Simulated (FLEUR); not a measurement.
## 1 ML Fe on Ta(001), 1 substrate layers: which magnetic order is lowest

The cell holds 4 atoms: 2 Ta and 2 Fe. Cell: a = 3.303 Å, b = 6.605 Å, c = 15.335 Å, α = 90.0°, β = 90.0°, γ = 90.0°. pseudomorphic film on the measured substrate lattice, hard-sphere layer spacings, unrelaxed, 14 A of vacuum. Vacuum lies along c.

```
method                                                                      : LDA (VWN); all-electron FLAPW film, Dirac cores, scalar-relativistic bands (and 1 further level or step)
program                                                                     : FLEUR MaX-R8.1
settings of one run                                                         : kmax 3.6 1/bohr, gmax 10.8 1/bohr, muffin tin radii Ta: 2.41, Fe: 2.41 bohr, lmax Ta: [10, 8], Fe: [10, 8], hist occupations, smearing width 0.08 eV, mixer Anderson, mixing 0.03, max iterations 120, stop 2.00e-5 me/bohr³, film mode on, collinear spin, 8×4×1 k-mesh, mesh matched on, starting moments 0 0 2.8 -2.8 μB
cost                                                                        : 5 runs, 28 min in all on 2 MPI ranks of Arm Neoverse V1, shared host (the runs of this entry)
notes                                                                       : This is the lowest of 4 finished starts, no proof of the ground state. With one substrate layer the cell is a free-standing, unrelaxed film and no surface.
lowest state found                                                          : antiferromagnetic (initial antiferro q=(0,1/2,0) +-)
largest site spin moment                                                    : 2.21 μB
next finished state                                                         : antiferromagnetic, 32.7 meV a seeded atom higher
energy gained by spin polarisation                                          : 195 meV a seeded atom
orbital moment on the atom of largest spin, along its spin (spin–orbit run) : 0.128 μB
```

The lowest state found is antiferromagnetic, reached from the start antiferro q=(0,1/2,0) +-, with moments up to 2.21 μB. The next finished state costs 33 meV a seeded atom.

[Logs and program files are shortened in this print: banners, set-up blocks, solver, clock and traceback lines can be left out without a mark of their own.]

[Logs are printed without paths, hosts, clocks, repeated set-up lines and the standing remarks that a program may print on its own settings, such as how far it seeks lower states.]

[Hosts, paths, dates, database ids (printed as entryN), source tags and the programs' standing remarks are cut or masked in the printed files.]

[Where a cell is said to come from a database of computed structures, the database is the Materials Project.]
